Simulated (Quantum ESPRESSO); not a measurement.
## Magnetic state of MnO (Manganosite) from several starts

A self-consistent run ends on one state, which hangs on the start. Several orders of MnO (Manganosite) are started in Quantum ESPRESSO and their energies compared.

Calculated with Quantum ESPRESSO 7.5; PBEsol with U = 4 eV on Mn d (ortho-atomic projectors); plane waves with GBRV 1.5 PBEsol potentials, no spin-orbit coupling.

## Step 1: The structure

It takes space group Fm-3m (No. 225, cubic). The conventional cell has a = 4.446 Å, b = 4.446 Å, c = 4.446 Å, α = 90.00°, β = 90.00°, γ = 90.00°. Nearest to Mn lie 6 O at 2.22 Å. Nearest to O lie 6 Mn at 2.22 Å. Farther neighbours and most contacts between anions are not listed.

The cell comes from the Crystallography Open Database.

## Step 2: Run 1, typed as ferro +

The signs are those of the starting moments on the seeded atoms, the atoms that are given a moment.

Input file pw.in:

```
&CONTROL
  calculation = 'scf'
  prefix = 'pwscf'
  outdir = './tmp'
  pseudo_dir = './pseudo'
  disk_io = 'nowf'
/
&SYSTEM
  ibrav = 0
  celldm(1) = 8
  nat = 2
  ntyp = 2
  ecutwfc = 40
  ecutrho = 280
  nbnd = 19
  occupations = 'smearing'
  smearing = 'fd'
  degauss = 0.00367493
  nspin = 2
  starting_magnetization(1) = 0.3
  starting_magnetization(2) = 0
/
&ELECTRONS
  conv_thr = 4d-09
  electron_maxstep = 150
  mixing_beta = 0.3
/
ATOMIC_SPECIES
Mn     54.9380 mn_pbesol_v1.5.uspp.F.UPF
O      15.9990 o_pbesol_v1.2.uspp.F.UPF
CELL_PARAMETERS alat
   0.0000000000000    0.5251076468804    0.5251076468804
   0.5251076468804    0.0000000000000    0.5251076468804
   0.5251076468804    0.5251076468804    0.0000000000000
ATOMIC_POSITIONS crystal
Mn      0.0000000000    0.0000000000    0.0000000000
O       0.5000000000    0.5000000000    0.5000000000
K_POINTS automatic
10 10 10 0 0 0
HUBBARD {ortho-atomic}
U Mn-3d 4.0000
```

Run with:

```sh
$ OMP_NUM_THREADS=1 mpirun -n 4 pw.x -nk 4 -in pw.in > pw.out
```

Output:

```text
Program PWSCF v.7.5 starts

     Message from routine setup:
     using ibrav=0 with symmetry is DISCOURAGED, use correct ibrav instead

     K-points division:     npool     =       4
     Subspace diagonalization in iterative solution of the eigenvalue problem:

     G-vector sticks info
     --------------------
     sticks:   dense  smooth     PW     G-vecs:    dense   smooth      PW
     Sum         673     379    121                11791     5029     941

     Using Slab Decomposition

     bravais-lattice index     =            0
     lattice parameter (alat)  =       8.0000  a.u.
     unit-cell volume          =     148.2672 (a.u.)^3
     number of atoms/cell      =            2
     number of atomic types    =            2
     number of electrons       =        21.00
     number of Kohn-Sham states=           19
     kinetic-energy cutoff     =      40.0000  Ry
     charge density cutoff     =     280.0000  Ry
     scf convergence threshold =      4.0E-09
     mixing beta               =       0.3000
     number of iterations used =            8  plain     mixing
     Exchange-correlation= SLA  PW   PSX  PSC
                           (   1   4  10   8   0   0   0)
     Hubbard projectors: ortho-atomic
     Hubbard parameters of DFT+U (Dudarev formulation) in eV:
     U(Mn-3d) =  4.0000

     Internal variables: lda_plus_u =T, lda_plus_u_kind = 0

     Internal variables: orbital_resolved =F, hub_pot_fix =F, apply_U = F

     celldm(1)=   8.000000  celldm(2)=   0.000000  celldm(3)=   0.000000
     celldm(4)=   0.000000  celldm(5)=   0.000000  celldm(6)=   0.000000

     crystal axes: (cart. coord. in units of alat)
               a(1) = (   0.000000   0.525108   0.525108 )
               a(2) = (   0.525108   0.000000   0.525108 )
               a(3) = (   0.525108   0.525108   0.000000 )

     reciprocal axes: (cart. coord. in units 2 pi/alat)
               b(1) = ( -0.952186  0.952186  0.952186 )
               b(2) = (  0.952186 -0.952186  0.952186 )
               b(3) = (  0.952186  0.952186 -0.952186 )

     PseudoPot. # 1 for Mn read from file:
     mn_pbesol_v1.5.uspp.F.UPF
     Pseudo is Ultrasoft + core correction, Zval = 15.0
     Generated by new atomic code, or converted to UPF format
     Using radial grid of  859 points,  6 beta functions with:
                l(1) =   0
                l(2) =   0
                l(3) =   1
                l(4) =   1
                l(5) =   2
                l(6) =   2
     Q(r) pseudized with  8 coefficients,  rinner =    0.950   0.950   0.950
                                                       0.950   0.950

     PseudoPot. # 2 for O  read from file:
     o_pbesol_v1.2.uspp.F.UPF
     Pseudo is Ultrasoft + core correction, Zval =  6.0
     Generated by new atomic code, or converted to UPF format
     Using radial grid of  737 points,  5 beta functions with:
                l(1) =   0
                l(2) =   0
                l(3) =   1
                l(4) =   1
                l(5) =   2
     Q(r) pseudized with  8 coefficients,  rinner =    0.900   0.900   0.900
                                                       0.900   0.900

     atomic species   valence    mass     pseudopotential
     Mn               15.00    54.93800     Mn( 1.00)
     O                 6.00    15.99900     O ( 1.00)

     Starting magnetic structure
     atomic species   magnetization
     Mn              0.300
     O               0.000

     48 Sym. Ops., with inversion, found

   Cartesian axes

     site n.     atom                  positions (alat units)
         1        Mn     tau(   1) = (   0.0000000   0.0000000   0.0000000  )
         2        O      tau(   2) = (   0.5251076   0.5251076   0.5251076  )

     number of k points=    47  Fermi-Dirac smearing, width (Ry)=  0.0037
                       cart. coord. in units 2pi/alat
        k(    1) = (   0.0000000   0.0000000   0.0000000), wk =   0.0010000
        k(    2) = (   0.0952186   0.0952186  -0.0952186), wk =   0.0080000
        k(    3) = (   0.1904371   0.1904371  -0.1904371), wk =   0.0080000
        k(    4) = (   0.2856557   0.2856557  -0.2856557), wk =   0.0080000
        k(    5) = (   0.3808743   0.3808743  -0.3808743), wk =   0.0080000
        [... 42 further k-points ...]

     Dense  grid:    11791 G-vectors     FFT dimensions: (  32,  32,  32)

     Smooth grid:     5029 G-vectors     FFT dimensions: (  24,  24,  24)

     Check: negative core charge=   -0.000053
     Generating pointlists ...
     new r_m :   0.2166 (alat units)  1.7329 (a.u.) for type    1
     new r_m :   0.2166 (alat units)  1.7329 (a.u.) for type    2

     Initial potential from superposition of free atoms

     starting charge      20.4999, renormalised to      21.0000

     STARTING HUBBARD OCCUPATIONS:

     =================== HUBBARD OCCUPATIONS ===================
     ------------------------ ATOM    1 ------------------------
     Tr[ns(  1)] (up, down, total) =   5.00000  0.00000  5.00000
     Atomic magnetic moment for atom   1 =   5.00000
     [... lines left out ...]
     Number of occupied Hubbard levels =    5.0000

     Atomic wfc used for Hubbard projectors are orthogonalized

     Starting wfcs are   17 randomized atomic wfcs +    2 random wfcs

     Self-consistent Calculation

     iteration #  1     ecut=    40.00 Ry     beta= 0.30
     Davidson diagonalization with overlap
     ethr =  1.00E-02,  avg # of iterations =  4.9

     =================== HUBBARD OCCUPATIONS ===================
     ------------------------ ATOM    1 ------------------------
     Tr[ns(  1)] (up, down, total) =   4.87560  0.13410  5.00970
     Atomic magnetic moment for atom   1 =   4.74150
     [... lines left out ...]
     Number of occupied Hubbard levels =    5.0097

     total energy              =    -243.16950622 Ry
     estimated scf accuracy    <       0.55636410 Ry

     total magnetization       =     5.00 Bohr mag/cell
     absolute magnetization    =     5.00 Bohr mag/cell

     iteration #  2     ecut=    40.00 Ry     beta= 0.30
     Davidson diagonalization with overlap
     ethr =  2.65E-03,  avg # of iterations =  1.5

     total energy              =    -243.27538237 Ry
     estimated scf accuracy    <       0.02920771 Ry

     total magnetization       =     5.00 Bohr mag/cell
     absolute magnetization    =     5.00 Bohr mag/cell

     iteration #  3     ecut=    40.00 Ry     beta= 0.30
     Davidson diagonalization with overlap
     ethr =  1.39E-04,  avg # of iterations =  2.4

     negative rho (up, down):  0.000E+00 2.491E-04

     total energy              =    -243.28103601 Ry
     estimated scf accuracy    <       0.01215825 Ry

     total magnetization       =     5.00 Bohr mag/cell
     absolute magnetization    =     5.00 Bohr mag/cell

     [... further iterations left out ...]

     iteration #  8     ecut=    40.00 Ry     beta= 0.30
     Davidson diagonalization with overlap
     ethr =  3.88E-09,  avg # of iterations =  1.6

     negative rho (up, down):  0.000E+00 5.564E-04

     total energy              =    -243.28257422 Ry
     estimated scf accuracy    <       0.00000039 Ry

     total magnetization       =     5.00 Bohr mag/cell
     absolute magnetization    =     5.00 Bohr mag/cell

     iteration #  9     ecut=    40.00 Ry     beta= 0.30
     Davidson diagonalization with overlap
     ethr =  1.86E-09,  avg # of iterations =  2.0

     negative rho (up, down):  0.000E+00 5.563E-04

     total energy              =    -243.28257450 Ry
     estimated scf accuracy    <       0.00000001 Ry

     total magnetization       =     5.00 Bohr mag/cell
     absolute magnetization    =     5.00 Bohr mag/cell

     iteration # 10     ecut=    40.00 Ry     beta= 0.30
     Davidson diagonalization with overlap
     ethr =  5.36E-11,  avg # of iterations =  2.0

     negative rho (up, down):  0.000E+00 5.562E-04

     total energy              =    -243.28257452 Ry
     estimated scf accuracy    <       0.00000002 Ry

     total magnetization       =     5.00 Bohr mag/cell
     absolute magnetization    =     5.00 Bohr mag/cell

     iteration # 11     ecut=    40.00 Ry     beta= 0.30
     Davidson diagonalization with overlap
     ethr =  5.36E-11,  avg # of iterations =  2.0

     negative rho (up, down):  0.000E+00 5.561E-04

     Magnetic moment per site  (integrated on atomic sphere of radius R)
     atom   1 (R=0.217)  charge= 12.5760  magn=  4.2809
     atom   2 (R=0.217)  charge=  5.9603  magn=  0.1786

     End of self-consistent calculation

     =================== HUBBARD OCCUPATIONS ===================
     ------------------------ ATOM    1 ------------------------
     Tr[ns(  1)] (up, down, total) =   4.96974  0.25088  5.22062
     Atomic magnetic moment for atom   1 =   4.71886
     [... lines left out ...]
     Number of occupied Hubbard levels =    5.2206

     [... lines left out ...]
     the Fermi energy is    12.7554 ev

!    total energy              =    -243.28257455 Ry
     estimated scf accuracy    <          5.4E-11 Ry
     smearing contrib. (-TS)   =      -0.00001815 Ry
     internal energy E=F+TS    =    -243.28255640 Ry

     The total energy is F=E-TS. E is the sum of the following terms:
     one-electron contribution =    -109.41035258 Ry
     hartree contribution      =      65.66289179 Ry
     xc contribution           =     -33.79823934 Ry
     ewald contribution        =    -165.77564249 Ry
     Hubbard energy            =       0.03878622 Ry

     total magnetization       =     5.00 Bohr mag/cell
     absolute magnetization    =     5.00 Bohr mag/cell

     convergence has been achieved in  11 iterations

=------------------------------------------------------------------------------=
   JOB DONE.
=------------------------------------------------------------------------------=
```

The job ended after 5.1 s (4 MPI ranks of Arm Neoverse V2, shared host; peak memory 0.27 GiB; 20 s of CPU time).

Spin moment in the atom's sphere by atom:

```csv
atom,spin moment in the atom's sphere (μB)
Mn1,4.28
O2,0.18
```

Read from the output:

| Quantity | Value |
| --- | --- |
| smearing term TS | 2.47e-4 eV |
| magnetization | 5 μB |
| absolute magnetization | 5 μB |
| final state | ferromagnetic |

(Continued in part 2 of 2.)

[Logs and program files are shortened in this print: banners, set-up blocks, solver, clock and traceback lines can be left out without a mark of their own.]

[Logs are printed without paths, hosts, clocks, repeated set-up lines and the standing remarks that a program may print on its own settings, such as how far it seeks lower states.]

[Hosts, paths, dates, database ids (printed as entryN), source tags and the programs' standing remarks are cut or masked in the printed files.]

[Where a cell is said to come from a database of computed structures, the database is the Materials Project.]
